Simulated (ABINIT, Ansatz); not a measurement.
# RbH3Pb (Pm-3m): zone-centre phonons, part 2 of 5

Wanted: the vibrations of RbH3Pb (Pm-3m) at Γ, by two programs.

ABINIT 10.8.3; DFT LDA, scalar-relativistic, plane waves, PseudoDojo norm-conserving pseudopotentials.

So far. Step 2 (Relaxing the cell and atoms): The volume changes by -1.7 % from the cell with which this run began. The relaxed cell has a = 4.425 Å (conventional setting).

The structure was built from a prototype and need not be the compound's stable phase.

### 4. Linear response at Γ

At q = 0 one unit cell holds all displacements. The response is solved for single atoms along the cell's directions, and symmetry skips those that follow from others. The crystal is treated as a metal, which screens a static field, so no field response is asked.

Input file dfpt_gamma.abi:

```

# common to the responses
getwfk_filepath "gso_WFK"
kptopt 2
nqpt 1
qpt 0.0 0.0 0.0
asr 0
chneut 0

# displacements
rfphon 1
rfatpol 1 5
rfdir 1 1 1
tolvrs 1.0d-10
prtwf 0

# basis, mesh and filling
ecut 31.0
ngkpt 6 6 6
nshiftk 1
shiftk 0.0 0.0 0.0
istwfk *1
occopt 3
tsmear 0.01
nband 20
nstep 100
diemac 1000000.0
prtebands 0
prtgsr 0

# cell and atoms
acell 8.361948894 8.361948894 8.361948894
rprim 
    1.0 0.0 0.0
    0.0 1.0 0.0
    0.0 0.0 1.0
ntypat 3
znucl 37 82 1
natom 5
typat 1 2 3 3 3
xred 
    0.0 0.0 0.0
    0.5 0.5 0.5
    0.5 0.5 0.0
    0.5 0.0 0.5
    0.0 0.5 0.5
pp_dirpath "./pseudo"
pseudos "Rb.upf, Pb.upf, H.upf"
```

Started as:

```bash
OMP_NUM_THREADS=1 mpirun -n 4 abinit dfpt_gamma.abi > dfpt_gamma.log
```

Numbers of over 12 decimals in the logs are rounded to 6 here.

dfpt_gamma.abo, the main output file:

```text
[banners, grids, parts of the stress and lines that vanish by symmetry left out]
- input  file    -> dfpt_gamma.abi
- output file    -> dfpt_gamma.abo
- root for input  files -> dfpt_gammai
- root for output files -> dfpt_gammao

 Symmetries : space group Pm -3 m (#221); Bravais cP (primitive cubic)
================================================================================
 Values of the parameters that define the memory need of the present run (RF).
     intxc =       0      iscf =       7    lmnmax =       6     lnmax =       6
     mgfft =      45  mpssoang =       3    mqgrid =    3001     natom =       5
  nloc_mem =       1    nspden =       1   nspinor =       1    nsppol =       1
      nsym =      48    n1xccc =    2501    ntypat =       3    occopt =       3
   xclevel =       1
-    mband =          20        mffmem =           1         mkmem =          28
-   mkqmem =          28        mk1mem =          28           mpw =        4837
      nfft =       91125          nkpt =         112
- my_mband =          20
================================================================================
================================================================================

--------------------------------------------------------------------------------
------------- Echo of variables that govern the present computation ------------
--------------------------------------------------------------------------------
-
- outvars: echo of selected default values
-   iomode0 =  0 , fftalg0 =312 , wfoptalg0 =  0
-
- outvars: echo of global parameters not present in the input file
-  max_nthreads =    1
-
 -outvars: echo values of preprocessed input variables
 [... echo left out ...]
================================================================================

 chkinp: Checking input parameters for consistency.

[...]
== DATASET  1 ==================================================================
-   mpi_nproc: 4, omp_nthreads: 1 (-1 if OMP is not activated)

--- !DatasetInfo
iteration_state: {dtset: 1, }
dimensions: {natom: 5, nkpt: 112, mband: 20, nsppol: 1, nspinor: 1, nspden: 1, mpw: 4837, }
cutoff_energies: {ecut:  31.0, pawecutdg:  -1.0, }
electrons: {nelect:   2.60000000E+01, charge:   0.00000000E+00, occopt:   3.00000000E+00, tsmear:   1.00000000E-02, }
meta: {optdriver: 1, rfphon: 1, }
...

 mkfilename: getwfk from: gso_WFK

 Real(R)+Recip(G) space primitive vectors, cartesian coordinates (Bohr,Bohr^-1):
 R(1)=  8.3619489  0.0000000  0.0000000  G(1)=  0.1195893  0.0000000  0.0000000
 R(2)=  0.0000000  8.3619489  0.0000000  G(2)=  0.0000000  0.1195893  0.0000000
 R(3)=  0.0000000  0.0000000  8.3619489  G(3)=  0.0000000  0.0000000  0.1195893
 Unit cell volume ucvol=  5.8468577E+02 bohr^3
 Angles (23,13,12)=  9.00000000E+01  9.00000000E+01  9.00000000E+01 degrees
 setup1 : take into account q-point for computing boxcut.

 getcut: wavevector=  0.0000  0.0000  0.0000  ngfft=  45  45  45
         ecut(hartree)=     31.000   => boxcut(ratio)=   2.09942

--- Pseudopotential description ------------------------------------------------
- pspini: atom type   1  psp file is ./pseudo/Rb.upf

- pspini: atom type   2  psp file is ./pseudo/Pb.upf

- pspini: atom type   3  psp file is ./pseudo/H.upf

   2.07052341E+03                                ecore*ucvol(ha*bohr**3)
--------------------------------------------------------------------------------

 ==>  initialize data related to q vector <==

 The list of irreducible perturbations for this q vector is:
    1)    idir= 1    ipert=   1
    2)    idir= 1    ipert=   2
    3)    idir= 1    ipert=   3
    4)    idir= 3    ipert=   3

[...]
The perturbation idir=   2  ipert=   1 is
 symmetric of a previously calculated perturbation.
 So, its SCF calculation is not needed.

 The perturbation idir=   3  ipert=   1 is
 symmetric of a previously calculated perturbation.
 So, its SCF calculation is not needed.

 The perturbation idir=   2  ipert=   2 is
 symmetric of a previously calculated perturbation.
 So, its SCF calculation is not needed.

 The perturbation idir=   3  ipert=   2 is
 symmetric of a previously calculated perturbation.
 So, its SCF calculation is not needed.

[...]
The perturbation idir=   2  ipert=   5 is
 symmetric of a previously calculated perturbation.
 So, its SCF calculation is not needed.

 The perturbation idir=   3  ipert=   5 is
 symmetric of a previously calculated perturbation.
 So, its SCF calculation is not needed.

--------------------------------------------------------------------------------
 Perturbation wavevector (in red.coord.)   0.000000  0.000000  0.000000
 Perturbation : displacement of atom   1   along direction   1
 Found     8 symmetries that leave the perturbation invariant.

[...]
dfpt_looppert : total number of electrons, from k and k+q
  fully or partially occupied states are    2.600000E+01 and    2.600000E+01.
 Initialisation of the first-order wave-functions :
  ireadwf=   0

--- !BeginCycle
iteration_state: {dtset: 1, }
solver: {iscf: 7, nstep: 100, nline: 4, wfoptalg: 0, }
tolerances: {tolvrs: 1.00E-10, }
...

     iter   2DEtotal(Ha)        deltaE(Ha) residm    vres2
-ETOT  1   1.558887     -1.344E+03 5.407E+00 1.893E+02
 ETOT  2  0.662631     -8.963E-01 6.038E-02 1.047E+02
 ETOT  3  0.620369     -4.226E-02 3.897E-03 1.617E+01
 ETOT  4  0.617060     -3.309E-03 4.757E-04 2.945E+00
 ETOT  5  0.615845     -1.215E-03 1.299E-04 1.294E-01
[...]
At SCF step   10       vres2   =  4.67E-11 < tolvrs=  1.00E-10 =>converged.
[...]
Mean square residual over all n,k,spin=   98.140E-11; max=  35.151E-08

 Thirteen components of 2nd-order total energy (hartree) are
 1,2,3: 0th-order hamiltonian combined with 1st-order wavefunctions
     kin0=   9.40510782E+02 eigvalue=   1.47173686E+02  local=  -4.78481776E+02
 4,5,6: 1st-order hamiltonian combined with 1st and 0th-order wfs
 loc psp =  -1.01760563E+03  Hartree=   3.62196779E+02     xc=  -8.86624115E+01
 note that "loc psp" includes a xc core correction that could be resolved
 7,8,9: eventually, occupation + non-local contributions
    edocc=   8.59636054E+01     enl0=   3.75821683E+02   enl1=  -1.67143906E+03
 1-9 gives the relaxation energy (to be shifted if some occ is /=2.0)
   erelax=  -1.34452235E+03
 10,11,12 Non-relaxation  contributions : frozen-wavefunctions and Ewald
 fr.local=   4.44896530E+02 fr.nonlo=   8.36989080E+02  Ewald=   7.66430062E+01
 13,14 Frozen wf xc core corrections (1) and (2)
 frxc 1  =  -1.85410481E+02  frxc 2 =   1.72019988E+02
 Resulting in :
 2DEtotal=    0.6157729254E+00 Ha. Also 2DEtotal=    0.167560349123E+02 eV
    (2DErelax=   -1.3445223492E+03 Ha. 2DEnonrelax=    1.3451381221E+03 Ha)
    (  non-var. 2DEtotal :    6.1577346658E-01 Ha)

[...]
Perturbation wavevector (in red.coord.)   0.000000  0.000000  0.000000
 Perturbation : displacement of atom   2   along direction   1
 Found     8 symmetries that leave the perturbation invariant.

[...]
dfpt_looppert : total number of electrons, from k and k+q
  fully or partially occupied states are    2.600000E+01 and    2.600000E+01.
 Initialisation of the first-order wave-functions :
  ireadwf=   0

--- !BeginCycle
iteration_state: {dtset: 1, }
solver: {iscf: 7, nstep: 100, nline: 4, wfoptalg: 0, }
tolerances: {tolvrs: 1.00E-10, }
...

     iter   2DEtotal(Ha)        deltaE(Ha) residm    vres2
-ETOT  1   4.459060     -1.321E+04 2.035E+01 4.838E+02
[...]
At SCF step   10       vres2   =  1.01E-11 < tolvrs=  1.00E-10 =>converged.
[...]
Mean square residual over all n,k,spin=   52.660E-11; max=  15.305E-08

 Thirteen components of 2nd-order total energy (hartree) are
 1,2,3: 0th-order hamiltonian combined with 1st-order wavefunctions
     kin0=   1.58546146E+04 eigvalue=   1.57441362E+03  local=  -8.62704823E+03
 4,5,6: 1st-order hamiltonian combined with 1st and 0th-order wfs
 loc psp =  -3.93499279E+03  Hartree=   1.28811137E+03     xc=  -2.01517096E+02
 note that "loc psp" includes a xc core correction that could be resolved
 7,8,9: eventually, occupation + non-local contributions
    edocc=   2.50985621E+01     enl0=   3.30374567E+03   enl1=  -2.24998441E+04
 1-9 gives the relaxation energy (to be shifted if some occ is /=2.0)
   erelax=  -1.32174185E+04
 10,11,12 Non-relaxation  contributions : frozen-wavefunctions and Ewald
 fr.local=   1.80687185E+03 fr.nonlo=   1.12346722E+04  Ewald=   8.41570265E+01
 13,14 Frozen wf xc core corrections (1) and (2)
 frxc 1  =  -5.05479528E+02  frxc 2 =   5.98450935E+02
 Resulting in :
 2DEtotal=    0.1254047353E+01 Ha. Also 2DEtotal=    0.341243668912E+02 eV
    (2DErelax=   -1.3217418461E+04 Ha. 2DEnonrelax=    1.3218672509E+04 Ha)
    (  non-var. 2DEtotal :    1.2540479903E+00 Ha)

[...]
Perturbation wavevector (in red.coord.)   0.000000  0.000000  0.000000
 Perturbation : displacement of atom   3   along direction   1
 Found     4 symmetries that leave the perturbation invariant.

[...]
dfpt_looppert : total number of electrons, from k and k+q
  fully or partially occupied states are    2.600000E+01 and    2.600000E+01.
 Initialisation of the first-order wave-functions :
  ireadwf=   0

--- !BeginCycle
iteration_state: {dtset: 1, }
solver: {iscf: 7, nstep: 100, nline: 4, wfoptalg: 0, }
tolerances: {tolvrs: 1.00E-10, }
...

     iter   2DEtotal(Ha)        deltaE(Ha) residm    vres2
-ETOT  1  0.681995     -6.423E+01 4.532E-01 9.529E+02
[...]
At SCF step   10       vres2   =  6.33E-12 < tolvrs=  1.00E-10 =>converged.
[...]
Mean square residual over all n,k,spin=   26.774E-11; max=  24.870E-08

 Thirteen components of 2nd-order total energy (hartree) are
 1,2,3: 0th-order hamiltonian combined with 1st-order wavefunctions
     kin0=   6.92214672E+01 eigvalue=   7.49098212E-01  local=  -1.53723233E+01
 4,5,6: 1st-order hamiltonian combined with 1st and 0th-order wfs
 loc psp =  -9.35031504E+01  Hartree=   1.49353491E+01     xc=  -8.96450049E+00
 note that "loc psp" includes a xc core correction that could be resolved
 7,8,9: eventually, occupation + non-local contributions
    edocc=   4.58537600E+00     enl0=  -7.04541684E-01   enl1=  -3.53966996E+01
 1-9 gives the relaxation energy (to be shifted if some occ is /=2.0)
   erelax=  -6.44499250E+01
 10,11,12 Non-relaxation  contributions : frozen-wavefunctions and Ewald
 fr.local=   5.55809554E+01 fr.nonlo=   1.78487849E+01  Ewald=  -8.51280080E+00
 13,14 Frozen wf xc core corrections (1) and (2)
 frxc 1  =   0.00000000E+00  frxc 2 =   0.00000000E+00
 Resulting in :
 2DEtotal=    0.4670144659E+00 Ha. Also 2DEtotal=    0.127081110132E+02 eV
    (2DErelax=   -6.4449925026E+01 Ha. 2DEnonrelax=    6.4916939492E+01 Ha)
    (  non-var. 2DEtotal :    4.6701446918E-01 Ha)

[...]
Perturbation wavevector (in red.coord.)   0.000000  0.000000  0.000000
 Perturbation : displacement of atom   3   along direction   3
 Found     8 symmetries that leave the perturbation invariant.

--------------------------------------------------------------------------------

--------------------------------------------------------------------------------

 dfpt_looppert : total number of electrons, from k and k+q
  fully or partially occupied states are    2.600000E+01 and    2.600000E+01.
 Initialisation of the first-order wave-functions :
  ireadwf=   0

--- !BeginCycle
iteration_state: {dtset: 1, }
solver: {iscf: 7, nstep: 100, nline: 4, wfoptalg: 0, }
tolerances: {tolvrs: 1.00E-10, }
...

     iter   2DEtotal(Ha)        deltaE(Ha) residm    vres2
-ETOT  1  -1.196104     -6.858E+01 4.276E-01 3.990E+02
[...]
ETOT  9  -1.402816     -2.869E-11 1.596E-07 8.691E-10
 ETOT 10  -1.402816      6.821E-13 4.932E-08 3.470E-11

 At SCF step   10       vres2   =  3.47E-11 < tolvrs=  1.00E-10 =>converged.
[...]
Mean square residual over all n,k,spin=   10.497E-11; max=  49.320E-09

 Thirteen components of 2nd-order total energy (hartree) are
 1,2,3: 0th-order hamiltonian combined with 1st-order wavefunctions
     kin0=   7.11950646E+01 eigvalue=   9.59424605E-01  local=  -1.72170329E+01
 4,5,6: 1st-order hamiltonian combined with 1st and 0th-order wfs
 loc psp =  -1.00588034E+02  Hartree=   1.68120403E+01     xc=  -1.01206215E+01
 note that "loc psp" includes a xc core correction that could be resolved
 7,8,9: eventually, occupation + non-local contributions
    edocc=   8.19337344E+00     enl0=  -1.03868266E+00   enl1=  -3.69790980E+01
 1-9 gives the relaxation energy (to be shifted if some occ is /=2.0)
   erelax=  -6.87835658E+01
 10,11,12 Non-relaxation  contributions : frozen-wavefunctions and Ewald
 fr.local=  -4.10185482E+00 fr.nonlo=   1.68869017E+01  Ewald=   5.45957027E+01
 13,14 Frozen wf xc core corrections (1) and (2)
 frxc 1  =   0.00000000E+00  frxc 2 =   0.00000000E+00
 Resulting in :
 2DEtotal=   -0.1402816238E+01 Ha. Also 2DEtotal=   -0.381725744967E+02 eV
    (2DErelax=   -6.8783565840E+01 Ha. 2DEnonrelax=    6.7380749602E+01 Ha)
    (  non-var. 2DEtotal :   -1.4028162703E+00 Ha)

[...]
---- first-order wavefunction calculations are completed ----

 ==> Compute Derivative Database <==

 [... matrices left out ...]
  Phonon wavevector (reduced coordinates) :  0.00000  0.00000  0.00000
 Phonon energies in Hartree :
  -3.344431E-03 -3.344431E-03 -3.344431E-03 -8.903126E-06 -8.903126E-06
  -8.903125E-06  2.942815E-04  2.942815E-04  2.942815E-04  1.877495E-03
   1.877495E-03  1.877495E-03  2.007183E-03  2.007183E-03  2.007183E-03
 Phonon frequencies in cm-1    :
- -7.340178E+02 -7.340178E+02 -7.340178E+02 -1.954010E+00 -1.954010E+00
- -1.954010E+00  6.458733E+01  6.458733E+01  6.458733E+01  4.120625E+02
-  4.120625E+02  4.120625E+02  4.405258E+02  4.405258E+02  4.405258E+02

== END DATASET(S) ==============================================================
================================================================================

 -outvars: echo values of variables after computation
            acell      8.3619488940E+00  8.3619488940E+00  8.3619488940E+00 Bohr
           etotal     -1.4028162385E+00
            fcart      0.0000000000E+00  0.0000000000E+00  0.0000000000E+00
           strten      0.0000000000E+00  0.0000000000E+00  0.0000000000E+00
================================================================================
```

The job ended after 3.1 min (4 MPI ranks of Arm Neoverse V1, shared host; 13 min of CPU time).

This step gave:

```
largest acoustic frequency at the zone centre before the sum rule : -1.95 cm⁻¹
highest optical zone-centre mode (no LO-TO term)                  : 440.5 cm⁻¹
lowest optical zone-centre mode                                   : -734.0 cm⁻¹
```

The acoustic modes at Γ come out as far as 1.9 cm⁻¹ from zero, where they should vanish, a small numerical error. The lowest optical mode is imaginary, 734i cm⁻¹, an instability at this level and on this k mesh.

(Continued in part 3 of 5.)

[Host names and launcher messages were left out of these logs when they were recorded.]

[Logs are printed without paths, hosts, clocks, repeated set-up lines and the standing remarks that a program may print on its own settings, such as how far it seeks lower states.]

[Hosts, paths, dates, database ids (printed as entryN), source tags and the programs' standing remarks are cut or masked in the printed files.]
